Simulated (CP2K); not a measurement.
The N K edge of formamide dimer was computed by TDDFT (CP2K XAS_TDP, aug-cc-pVDZ, TDA) at these levels: PBE0, PBEh(45%) and PBEh(45%) + GW2X. The first three lines of N1 (bonded to C and 2 H, gives 1 H bond) with a strength over 0.0015, energy in eV and strength:

```
run           first          second           third
  1  402.62 (0.024)  403.73 (0.014)  405.57 (0.002)
  2  397.26 (0.024)  398.37 (0.015)  400.22 (0.002)
  3  390.01 (0.018)  390.89 (0.008)  392.64 (0.002)
```

**Question.** Which run is which?

Run 1: PBEh(45%) + GW2X (45 % exact exchange). Run 2: PBEh(45%) (45 % exact exchange). Run 3: PBE0 (25 % exact exchange). Self-interaction lifts the core level, so the uncorrected lines rise with the share of exact exchange. The GW2X run keeps the spacings of its parent: 1.11 eV between the first two lines in run 1, 1.11 eV in run 2. Its shift is +5.36 eV, since the Kohn–Sham level at this share of exchange lies that far above the quasiparticle level.

[Banner, clock and machine lines of the logs are left out without a mark of their own.]

[Logs are printed without paths, hosts, clocks, repeated set-up lines and the standing remarks that a program may print on its own settings, such as how far it seeks lower states.]

[Hosts, paths, dates, database ids (printed as entryN), source tags and the programs' standing remarks are cut or masked in the printed files.]
